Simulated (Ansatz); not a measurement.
# Decaying states in the gap of TeCO, part 2 of 3

A new crystal, TeCO: structure, gap and complex bands. It is built by putting Te for part of the O in the CO2 structure of space group Cmce, with the volume rescaled by atomic radii. The parent structure comes from the Materials Project.

Ansatz 0.2.0; PBE DFT, plane waves, PAW files (the session's first sound run).

So far, gap on the k-mesh (eV): step 3 (band edges) 2.82.

The structure was built from a prototype and need not be the compound's stable phase.

### Step 4. Complex bands

This step: PBE DFT, plane waves, PAW files; complex bands by layer matching along the plane's normal (Ansatz 0.2.0).

The same crystal is laid in a cell whose first two vectors span the (100) plane (indices of the standard conventional cell, whose axes can be ordered otherwise than in the bulk input). At fixed energy and wavevector in the plane the solver finds all kz, real and complex. A few wavevectors are listed, (0, 0), (-0.5, -0.5) and (0.5, 0) in units of the plane's reciprocal vectors; the slowest state needn't be among them.

The input, input.yaml:

```yaml
crystal:
  lattice:
    - [4.823728596, 0.0, 0.0]
    - [1.277114063, 4.651595128, 0.0]
    - [0.0, 0.0, 9.09210894]
  atoms:
    - { symbol: C, position: [0.031090283, 0.968909717, 0.045688215] }
    - { symbol: C, position: [0.531090283, 0.468909717, 0.454311785] }
    - { symbol: O, position: [0.1638401838, 0.8361598162, 0.1406025568] }
    - { symbol: Te, position: [0.8050695332, 0.1949304668, 0.886819964] }
    - { symbol: Te, position: [0.3050695332, 0.6949304668, 0.613180036] }
    - { symbol: O, position: [0.6638401838, 0.3361598162, 0.3593974432] }
kpoints:
  mp_grid: { grid: [6, 6, 4] }
scf:
  occupations: { method: fixed }
hamiltonian:
  xc: pbe
output:
  eigenvalues: true
  transmission:
    leads: [[0, 0]]
    kpoints: [[0.0, 0.0], [-0.5, -0.5], [0.5, 0.0]]
    e_range: [-1.0, 3.82]
    de: 0.1
```

Started as:

```sh
ansatz run input.yaml --threads 2 --pin off --max-ram 4096MiB --backend cpu --events-out ev --progress --plain --runs-dir out
```

Numbers of over 12 decimals in the logs are rounded to 6 here.

The program printed:

```text
[...]
Crystal: 6 atoms, lattice volume = 204.009 Å³
Basis set: ecut = 420 eV, 3959 PW (Γ)
Bands: 32, of which v1, the nominal top of the filled ones, is band 26 counted from 1 (25 counted from 0)
Symmetry: 4 space group operations
[...]
k-points: 39 of 144 (time reversal used)
[...]
SCF iter   1: F=—  HF=-15592.721433 eV  |F-HF|=—  |Δ(HF+E_count)|=         —  Δρ=7.02e-3  dr2=4.79e-1  ethr=1.77e-3  ⟨swp⟩=5.0  Hψ=4930  notcnv=0  defer=83
[...]
SCF iter   9: F=-15592.649033 eV  HF=-15592.649033 eV  |F-HF|=6.89e-9  |Δ(HF+E_count)|=   5.83e-8  Δρ=1.95e-6  dr2=1.04e-8  ethr=1.92e-10  ⟨swp⟩=10.1  Hψ=4820  notcnv=0
SCF 1 converged in 9 iterations: F = -15592.649033 eV  dr2 = 1.04e-8
[...]
transmission: 12 of 36 steps passed
transmission: 24 of 36 steps passed
transmission: 36 of 36 steps passed
SCF converged after 9 iterations
Free energy (F): -15592.649033 eV
[...]
Internal energy: -15592.649033 eV  (E = F + TS)
E sigma→0 (E₀):  -15592.649033 eV
Fermi energy:    0.487242 eV
[...]
--- Band table (eV; the first three rows and the last of 39) ---
  k-point 0: bands = [... 22 lower, -0.1341, 0.0958, 0.3144, 0.4872, 3.3843, 3.6709, 4.0063, 4.2105, ... 2 higher]
  k-point 1: bands = [... 22 lower, -0.1167, 0.0488, 0.3279, 0.4715, 3.4424, 3.6954, 3.9817, 4.1627, ... 2 higher]
  k-point 2: bands = [... 22 lower, -0.0677, -0.0295, 0.3452, 0.4520, 3.5050, 3.7250, 3.9519, 4.1178, ... 2 higher]
  k-point 38: bands = [... 22 lower, -0.8915, -0.3624, -0.0929, 0.0734, 3.5099, 3.7176, 4.2602, 4.4064, ... 2 higher]
--- Transmission ---
  basis      : 197 plane waves across, 12 finite elements along
  points     : 3, as listed
  energies   : 49 from -1.000000 to 3.800000 eV about the Fermi level, 0.100000 eV apart; the leads are filled to 1.410730 eV, and channels, transmission and decay are at 1.400000 eV
  crystal 0  : O2C2Te2, at the sites [0, 0], period 9.0921 Å: whole cells are its period
    offset         : up to 0.0000 Å between an atom of the period and one for which it stands
    channels       : 0.000000e0 a spin
    conductance    : none, the energies end too early or step too widely for 300 K: set another output.transmission.e_range or a lower de, or, where they end at an eighth of basis.ecutwfc, a higher one
    slowest decay  : 0.3867 /Å at (-0.5000, -0.5000)
```

Elapsed: 63 s, on 2 threads of Arm Neoverse V1, shared host; peak memory 0.65 GiB.

This step gave:

```yaml
level_to_which_the_leads_are_filled: 1.411 eV from the Fermi level
decay_constant_at_the_filling_level_zone_centre: 0.4522 Å⁻¹
decay_constant_at_the_filling_level_slowest_listed_point: 0.3867 Å⁻¹
```

K parallel (0, 0); values up to 1.5 1/Å, a degenerate pair printed once or twice; energies at which all values exceed this have no row. Im kz of the slowest decaying states against energy, zero at the highest filled level on the SCF mesh:

```tsv
energy (eV)	decay 1 (Å⁻¹)	decay 2 (Å⁻¹)	decay 3 (Å⁻¹)	decay 4 (Å⁻¹)
-1.00	0.445	0.815	1.14	1.30
-0.80	0.375	0.741	1.10	1.29
-0.50	0.399	0.588	1.05	1.27
-0.30	0.211	0.412	0.437	1.02
0.00	0.0213	0.369	0.452	0.985
0.20	0.433	0.436	0.961	1.22
0.40	0.451	0.531	0.937	1.21
0.70	0.461	0.603	0.901	1.19
0.90	0.463	0.629	0.877	1.17
1.20	0.459	0.648	0.840	1.15
1.40	0.452	0.652	0.814	1.13
1.60	0.443	0.649	0.787	1.11
1.90	0.422	0.634	0.744	1.09
2.10	0.404	0.615	0.714	1.07
2.40	0.366	0.572	0.663	1.04
2.60	0.296	0.362	0.528	0.625
2.80	0.186	0.347	0.464	0.582
3.10	0.156	0.262	0.311	0.506
3.30	0.166	0.231	0.278	0.445
3.60	0.120	0.210	0.261	0.365
3.80	0.15	0.354	0.417	0.911
```

K parallel (-0.5, -0.5); values up to 1.5 1/Å, a degenerate pair printed once or twice; energies at which all values exceed this have no row. Table of Im kz of the slowest decaying states by energy, zero at the highest filled level on the SCF mesh:

```tsv
energy (eV)	decay 1 (Å⁻¹)	decay 2 (Å⁻¹)	decay 3 (Å⁻¹)	decay 4 (Å⁻¹)
-1.00	0.315	0.448	0.503	1.10
-0.80	0.128	0.481	0.525	1.07
-0.60	0.0732	0.410	0.553	1.04
-0.40	0.134	0.183	0.569	1.02
-0.20	0.266	0.441	0.579	0.993
0.00	0.323	0.508	0.585	0.970
0.20	0.356	0.546	0.589	0.948
0.30	0.368	0.559	0.590	0.937
0.50	0.384	0.578	0.590	0.915
0.70	0.393	0.589	0.589	0.893
0.90	0.397	0.586	0.595	0.871
1.10	0.396	0.581	0.597	0.849
1.30	0.391	0.575	0.596	0.825
1.50	0.382	0.568	0.590	0.801
1.70	0.368	0.559	0.582	0.776
1.90	0.350	0.549	0.570	0.749
2.10	0.326	0.537	0.554	0.720
2.30	0.293	0.523	0.533	0.689
2.50	0.245	0.506	0.508	0.655
2.60	0.212	0.489	0.499	0.636
2.80	0.0711	0.445	0.480	0.595
3.00	0.376	0.459	0.548	1.05
3.20	0.171	0.184	0.434	0.490
3.40	0.217	0.317	0.404	0.414
3.60	0.246	0.283	0.367	0.408
3.80	0.185	0.320	0.486	0.727
```

K parallel (0.5, 0); values up to 1.5 1/Å, a degenerate pair printed once or twice; energies at which all values exceed this have no row. Table of Im kz of the slowest decaying states by energy, zero at the highest filled level on the SCF mesh:

```tsv
energy (eV)	decay 1 (Å⁻¹)	decay 2 (Å⁻¹)	decay 3 (Å⁻¹)
-1.00	0.653	0.744	1.08
-0.90	0.602	0.692	1.07
-0.70	0.619	1.06	-
-0.60	0.638	1.06	-
-0.50	0.638	1.05	-
-0.40	0.622	1.05	-
-0.20	0.349	0.728	1.04
-0.10	0.494	0.749	1.03
0.00	0.544	0.763	1.02
0.20	0.595	0.781	1.01
0.30	0.610	0.786	1.00
0.40	0.621	0.790	0.996
0.60	0.637	0.794	0.981
0.70	0.643	0.794	0.973
0.80	0.648	0.793	0.964
0.90	0.651	0.791	0.956
1.10	0.657	0.785	0.937
1.20	0.659	0.781	0.927
1.30	0.660	0.776	0.917
1.50	0.663	0.764	0.894
1.60	0.663	0.757	0.882
1.70	0.664	0.749	0.868
1.90	0.668	0.731	0.838
2.00	0.670	0.720	0.820
2.10	0.675	0.709	0.800
2.20	0.685	0.696	0.773
2.40	0.665	0.711	-
2.50	0.646	0.701	-
2.60	0.624	0.691	-
2.80	0.566	0.670	-
2.90	0.524	0.660	-
3.00	0.466	0.650	-
3.20	0.216	0.630	-
3.30	0.219	0.613	-
3.40	0.286	0.549	0.618
3.50	0.263	0.680	-
3.70	0.431	0.723	-
3.80	0.401	0.484	0.736
```

At the listed wavevectors the last open channel is at -0.40 eV and the next at +2.90 eV on the grid, wider than the gap, since narrow bands can fall between grid energies. At +1.40 eV, the grid energy nearest the filling level (the middle of the gap on the SCF mesh), the slowest state at the listed wavevectors decays with κ = 0.387 Å⁻¹, its amplitude falling by e over 2.6 Å. Through 1 nm of this crystal that state's transmission falls by exp(−2 × 0.387 Å⁻¹ × 10 Å) = 4.4e-4.

### Step 5. Decay over the two-dimensional zone

The listed points could miss the slowest state, so one energy near mid-gap is solved on a mesh of 8×8.

Changes to input.yaml since step 4:

```diff
@@ -20,6 +20,2 @@
   eigenvalues: true
-  transmission:
-    leads: [[0, 0]]
-    kpoints: [[0.0, 0.0], [-0.5, -0.5], [0.5, 0.0]]
-    e_range: [-1.0, 3.82]
-    de: 0.1
+  transmission: { leads: [[0, 0]], kmesh: [8, 8], e_range: [1.41, 1.42], de: 0.05 }
```

The program printed:

```text
[...]
Crystal: 6 atoms, lattice volume = 204.009 Å³
Basis set: ecut = 420 eV, 3959 PW (Γ)
Bands: 32, of which v1, the nominal top of the filled ones, is band 26 counted from 1 (25 counted from 0)
Symmetry: 4 space group operations
[...]
k-points: 39 of 144 (time reversal used)
[...]
SCF iter   1: F=—  HF=-15592.721433 eV  |F-HF|=—  |Δ(HF+E_count)|=         —  Δρ=7.02e-3  dr2=4.79e-1  ethr=1.77e-3  ⟨swp⟩=5.0  Hψ=4930  notcnv=0  defer=83
[...]
SCF iter   9: F=-15592.649033 eV  HF=-15592.649033 eV  |F-HF|=6.89e-9  |Δ(HF+E_count)|=   5.83e-8  Δρ=1.95e-6  dr2=1.04e-8  ethr=1.92e-10  ⟨swp⟩=10.1  Hψ=4820  notcnv=0
SCF 1 converged in 9 iterations: F = -15592.649033 eV  dr2 = 1.04e-8
[...]
transmission: 48 of 252 steps passed
transmission: 96 of 252 steps passed
[...]
transmission: 252 of 252 steps passed
SCF converged after 9 iterations
Free energy (F): -15592.649033 eV
[...]
Internal energy: -15592.649033 eV  (E = F + TS)
E sigma→0 (E₀):  -15592.649033 eV
Fermi energy:    0.487242 eV
[...]
--- Band table (eV; the first three rows and the last of 39) ---
  k-point 0: bands = [... 22 lower, -0.1341, 0.0958, 0.3144, 0.4872, 3.3843, 3.6709, 4.0063, 4.2105, ... 2 higher]
  k-point 1: bands = [... 22 lower, -0.1167, 0.0488, 0.3279, 0.4715, 3.4424, 3.6954, 3.9817, 4.1627, ... 2 higher]
  k-point 2: bands = [... 22 lower, -0.0677, -0.0295, 0.3452, 0.4520, 3.5050, 3.7250, 3.9519, 4.1178, ... 2 higher]
  k-point 38: bands = [... 22 lower, -0.8915, -0.3624, -0.0929, 0.0734, 3.5099, 3.7176, 4.2602, 4.4064, ... 2 higher]
--- Transmission ---
  basis      : 197 plane waves across, 12 finite elements along
  points     : 21, standing for a mesh of 8 x 8
  energies   : 1 from 1.410000 to 1.410000 eV about the Fermi level; the leads are filled to 1.410730 eV, and channels, transmission and decay are at 1.410000 eV
  crystal 0  : O2C2Te2, at the sites [0, 0], period 9.0921 Å: whole cells are its period
[...]
channels       : 0.000000e0 a spin
    conductance    : none, crystal 0 has no channel at the energies, or these end too early or step too widely for 300 K: set another output.transmission.e_range or a lower de, or, where they end at an eighth of basis.ecutwfc, a higher one
    slowest decay  : 0.3862 /Å at (0.5000, 0.5000)
```

It took 52 s on 2 threads; peak memory 0.79 GiB; 1.7 min of CPU time.

This step gave:

* least decay constant on the mesh: 0.3862 Å⁻¹

Slowest decay constant (1/Å; 0 where a channel is open) over k1 and k2. At 1.4100 eV from the Fermi level.

Values, 8 rows by 8 columns:
```
0.416 0.542 0.613 0.642 0.589 0.539 0.440 0.396
0.541 0.613 0.643 0.590 0.528 0.494 0.418 0.440
0.602 0.642 0.590 0.520 0.475 0.451 0.494 0.539
0.662 0.589 0.528 0.475 0.452 0.475 0.528 0.589
0.602 0.539 0.494 0.451 0.475 0.520 0.590 0.642
0.541 0.440 0.418 0.494 0.528 0.590 0.643 0.613
0.416 0.396 0.440 0.539 0.589 0.642 0.613 0.542
0.386 0.416 0.541 0.602 0.662 0.602 0.541 0.416
```
Columns: k1 (b1) from -0.5 to 0.375; rows upwards: k2 (b2) from -0.5 to 0.375.

The least value on the mesh is 0.386 Å⁻¹ at +1.41 eV. At that energy the listed points give about 0.386 Å⁻¹ by interpolation, so the mesh holds no clearly slower state.

### Step 6. Band edges at another level

This step: LDA DFT, plane waves, PAW files (Ansatz 0.2.0).

The edges again with LDA, at the same atoms.

The input, input.yaml:

```yaml
crystal:
  lattice:
    - [3.8359359477, -2.924714169, 0.0]
    - [3.8359359477, 2.924714169, 0.0]
    - [0.0, 0.0, 9.0921089395]
  atoms:
    - { symbol: C, position: [-0.031090283, 0.031090283, -0.045688215] }
    - { symbol: C, position: [0.468909717, 0.531090283, 0.545688215] }
    - { symbol: O, position: [0.8361598162, 0.1638401838, 0.8593974432] }
    - { symbol: Te, position: [0.1949304668, 0.8050695332, 0.113180036] }
    - { symbol: Te, position: [0.6949304668, 0.3050695332, 0.386819964] }
    - { symbol: O, position: [0.3361598162, 0.6638401838, 0.6406025568] }
kpoints:
  mp_grid: { grid: [6, 6, 4] }
  band_path: { path: [VBM, CBM], npoints: 30 }
scf:
  occupations: { method: fixed }
hamiltonian:
  xc: lda
output:
  eigenvalues: true
```

The program printed:

```text
[...]
Crystal: 6 atoms, lattice volume = 204.009 Å³
Basis set: ecut = 420 eV, 3959 PW (Γ)
Bands: 32, of which v1, the nominal top of the filled ones, is band 26 counted from 1 (25 counted from 0)
Symmetry: 4 space group operations
[...]
k-points: 39 of 144 (time reversal used)
[...]
SCF iter   1: F=—  HF=-15245.374589 eV  |F-HF|=—  |Δ(HF+E_count)|=         —  Δρ=1.08e-2  dr2=7.94e-1  ethr=1.77e-3  ⟨swp⟩=5.0  Hψ=5003  notcnv=0  defer=87
[...]
SCF iter   9: F=-15245.248397 eV  HF=-15245.248397 eV  |F-HF|=2.47e-8  |Δ(HF+E_count)|=   2.46e-7  Δρ=2.17e-6  dr2=1.61e-8  ethr=1.92e-10  ⟨swp⟩=9.9  Hψ=4746  notcnv=0
SCF 1 converged in 9 iterations: F = -15245.248397 eV  dr2 = 1.61e-8
[...]
SCF converged after 9 iterations
Free energy (F): -15245.248397 eV
[...]
Internal energy: -15245.248397 eV  (E = F + TS)
E sigma→0 (E₀):  -15245.248397 eV
Fermi energy:    0.228265 eV
[...]
--- Band table (eV; the first three rows and the last of 39) ---
  k-point 0: bands = [... 22 lower, -0.4129, -0.1778, 0.0497, 0.2283, 3.0443, 3.3534, 3.7001, 3.9021, ... 2 higher]
  k-point 1: bands = [... 22 lower, -0.3954, -0.2262, 0.0636, 0.2119, 3.1008, 3.3779, 3.6755, 3.8569, ... 2 higher]
  k-point 2: bands = [... 22 lower, -0.3445, -0.3076, 0.0815, 0.1917, 3.1621, 3.4072, 3.6460, 3.8108, ... 2 higher]
  k-point 38: bands = [... 22 lower, -1.1939, -0.6425, -0.3740, -0.2044, 3.1827, 3.4036, 3.9569, 4.0901, ... 2 higher]
```

The job ended after 36 s (2 threads; peak memory 0.49 GiB).

This step gave:

| Item | Value |
| --- | --- |
| free energy | -15245.2484 eV |
| Fermi energy | 0.2283 eV |
| gap on the k-mesh | 2.751 eV |
| gap on path | 2.751 eV, by band count; negative where bands overlap |
| direct gap on path | 2.816 eV |

The electronic bands at the labelled points (eV, zero at the Fermi level (highest filled level under fixed occupations); v1 is the highest filled band, c1 the lowest empty one):

```tsv
point	v4	v3	v2	v1	c1	c2	c3	c4
VBM	-0.64	-0.41	-0.18	0.00	2.82	3.13	3.47	3.67
halfway	-0.85	-0.82	-0.39	-0.28	2.85	3.26	3.46	3.79
CBM	-1.42	-0.94	-0.46	-0.45	2.75	3.21	3.83	3.85
```

The searched edges give 2.75 eV, as on the mesh.

Between step 3 and this run (LDA) the value for the gap on the k-mesh moves from 2.82 eV to 2.75 eV.

### Step 7. Complex bands at another level

This step: LDA DFT, plane waves, PAW files; complex bands by layer matching along the plane's normal (Ansatz 0.2.0).

The complex bands at that level, over its own gap, at (0, 0) and (-0.5, -0.5).

The input, input.yaml:

```yaml
crystal:
  lattice:
    - [4.823728596, 0.0, 0.0]
    - [1.277114063, 4.651595128, 0.0]
    - [0.0, 0.0, 9.09210894]
  atoms:
    - { symbol: C, position: [0.031090283, 0.968909717, 0.045688215] }
    - { symbol: C, position: [0.531090283, 0.468909717, 0.454311785] }
    - { symbol: O, position: [0.1638401838, 0.8361598162, 0.1406025568] }
    - { symbol: Te, position: [0.8050695332, 0.1949304668, 0.886819964] }
    - { symbol: Te, position: [0.3050695332, 0.6949304668, 0.613180036] }
    - { symbol: O, position: [0.6638401838, 0.3361598162, 0.3593974432] }
kpoints:
  mp_grid: { grid: [6, 6, 4] }
scf:
  occupations: { method: fixed }
hamiltonian:
  xc: lda
output:
  eigenvalues: true
  transmission:
    leads: [[0, 0]]
    kpoints: [[0.0, 0.0], [-0.5, -0.5]]
    e_range: [-1.0, 3.75]
    de: 0.1
```

The program printed:

```text
[...]
Crystal: 6 atoms, lattice volume = 204.009 Å³
Basis set: ecut = 420 eV, 3959 PW (Γ)
Bands: 32, of which v1, the nominal top of the filled ones, is band 26 counted from 1 (25 counted from 0)
Symmetry: 4 space group operations
[...]
k-points: 39 of 144 (time reversal used)
[...]
SCF iter   1: F=—  HF=-15245.374620 eV  |F-HF|=—  |Δ(HF+E_count)|=         —  Δρ=1.08e-2  dr2=7.94e-1  ethr=1.77e-3  ⟨swp⟩=5.0  Hψ=4985  notcnv=0  defer=87
[...]
SCF iter   9: F=-15245.248397 eV  HF=-15245.248397 eV  |F-HF|=2.46e-8  |Δ(HF+E_count)|=   2.44e-7  Δρ=2.17e-6  dr2=1.60e-8  ethr=1.92e-10  ⟨swp⟩=9.9  Hψ=4746  notcnv=0
SCF 1 converged in 9 iterations: F = -15245.248397 eV  dr2 = 1.60e-8
[...]
transmission: 12 of 24 steps passed
transmission: 24 of 24 steps passed
SCF converged after 9 iterations
Free energy (F): -15245.248397 eV
[...]
Internal energy: -15245.248397 eV  (E = F + TS)
E sigma→0 (E₀):  -15245.248397 eV
Fermi energy:    0.228265 eV
[...]
--- Band table (eV; the first three rows and the last of 39) ---
  k-point 0: bands = [... 22 lower, -0.4129, -0.1778, 0.0497, 0.2283, 3.0443, 3.3534, 3.7001, 3.9021, ... 2 higher]
  k-point 1: bands = [... 22 lower, -0.3954, -0.2262, 0.0636, 0.2119, 3.1008, 3.3779, 3.6755, 3.8569, ... 2 higher]
  k-point 2: bands = [... 22 lower, -0.3445, -0.3076, 0.0815, 0.1917, 3.1621, 3.4072, 3.6460, 3.8108, ... 2 higher]
  k-point 38: bands = [... 22 lower, -1.1939, -0.6425, -0.3740, -0.2044, 3.1827, 3.4036, 3.9569, 4.0901, ... 2 higher]
--- Transmission ---
  basis      : 197 plane waves across, 12 finite elements along
  points     : 2, as listed
[...]
crystal 0  : O2C2Te2, at the sites [0, 0], period 9.0921 Å: whole cells are its period
[...]
channels       : 0.000000e0 a spin
[...]
slowest decay  : 0.3792 /Å at (-0.5000, -0.5000)
```

Wall time 50 s (2 threads); peak memory 0.65 GiB.

This step gave:

* level to which the leads are filled: 1.375 eV from the Fermi level
* decay constant at the filling level, zone centre: 0.4394 Å⁻¹
* decay constant at the filling level, slowest listed point: 0.3792 Å⁻¹

K parallel (0, 0); values up to 1.5 1/Å, a degenerate pair printed once or twice; energies at which all values exceed this have no row. Im kz of the slowest decaying states against energy, zero at the highest filled level on the SCF mesh:

```tsv
energy (eV)	decay 1 (Å⁻¹)	decay 2 (Å⁻¹)	decay 3 (Å⁻¹)	decay 4 (Å⁻¹)
-1.00	0.433	0.807	1.10	1.28
-0.80	0.359	0.732	1.07	1.27
-0.60	0.353	0.638	1.04	1.26
-0.40	0.0596	0.416	0.504	1.01
-0.20	0.190	0.291	0.435	0.989
-0.10	0.158	0.338	0.438	0.976
0.00	0.0255	0.374	0.437	0.964
0.10	0.334	0.417	0.421	0.953
0.30	0.437	0.484	0.929	1.20
0.50	0.447	0.555	0.906	1.19
0.70	0.452	0.596	0.883	1.17
0.90	0.453	0.621	0.859	1.15
1.10	0.450	0.636	0.835	1.14
1.30	0.444	0.642	0.810	1.12
1.40	0.439	0.643	0.797	1.11
1.60	0.428	0.640	0.770	1.10
1.80	0.414	0.630	0.742	1.08
2.00	0.396	0.614	0.712	1.06
2.20	0.372	0.590	0.680	1.04
2.40	0.342	0.557	0.645	1.02
2.60	0.269	0.325	0.509	0.606
2.80	0.0793	0.311	0.437	0.562
2.90	0.299	0.384	0.538	0.973
3.10	0.151	0.203	0.268	0.483
3.30	0.187	0.227	0.243	0.421
3.50	0.168	0.168	0.183	0.369
3.70	0.0747	0.355	0.386	0.899
```

K parallel (-0.5, -0.5); values up to 1.5 1/Å, a degenerate pair printed once or twice; energies at which all values exceed this have no row. Table of Im kz of the slowest decaying states by energy, zero at the highest filled level on the SCF mesh:

```tsv
energy (eV)	decay 1 (Å⁻¹)	decay 2 (Å⁻¹)	decay 3 (Å⁻¹)	decay 4 (Å⁻¹)
-1.00	0.263	0.458	0.498	1.07
-0.80	0.137	0.471	0.522	1.05
-0.60	0.392	0.547	1.02	1.38
-0.40	0.152	0.248	0.562	0.996
-0.20	0.269	0.442	0.572	0.973
-0.10	0.300	0.479	0.575	0.962
0.00	0.323	0.505	0.577	0.952
0.10	0.340	0.525	0.579	0.941
0.30	0.365	0.553	0.581	0.920
0.50	0.380	0.570	0.581	0.898
0.70	0.388	0.579	0.581	0.877
0.90	0.391	0.575	0.587	0.855
1.10	0.390	0.570	0.588	0.833
1.30	0.384	0.564	0.585	0.810
1.40	0.379	0.560	0.583	0.798
1.60	0.367	0.551	0.575	0.773
1.80	0.350	0.541	0.564	0.747
2.00	0.327	0.529	0.549	0.719
2.20	0.296	0.515	0.529	0.689
2.40	0.251	0.499	0.504	0.655
2.60	0.178	0.470	0.481	0.618
2.80	0.421	0.461	0.576	1.08
2.90	0.387	0.449	0.552	1.06
3.10	0.159	0.254	0.424	0.497
3.30	0.214	0.267	0.393	0.425
3.50	0.248	0.309	0.355	0.379
3.70	0.159	0.304	0.438	0.806
```

At the listed wavevectors the last open channel is at -0.50 eV and the next at +2.80 eV on the grid, wider than the gap, since narrow bands can fall between grid energies. At +1.40 eV, the grid energy nearest the filling level (the middle of the gap on the SCF mesh), the slowest state at the listed wavevectors decays with κ = 0.379 Å⁻¹, its amplitude falling by e over 2.6 Å; the first such run, plane (100), gave 0.387 Å⁻¹ over as many of its listed wavevectors.

(Part 2 of 3 ends here.)

[Logs are printed without paths, hosts, clocks, repeated set-up lines and the standing remarks that a program may print on its own settings, such as how far it seeks lower states.]

[Hosts, paths, dates, database ids (printed as entryN), source tags and the programs' standing remarks are cut or masked in the printed files.]

[New means built here by substitution; the compound itself may be known and measured.]
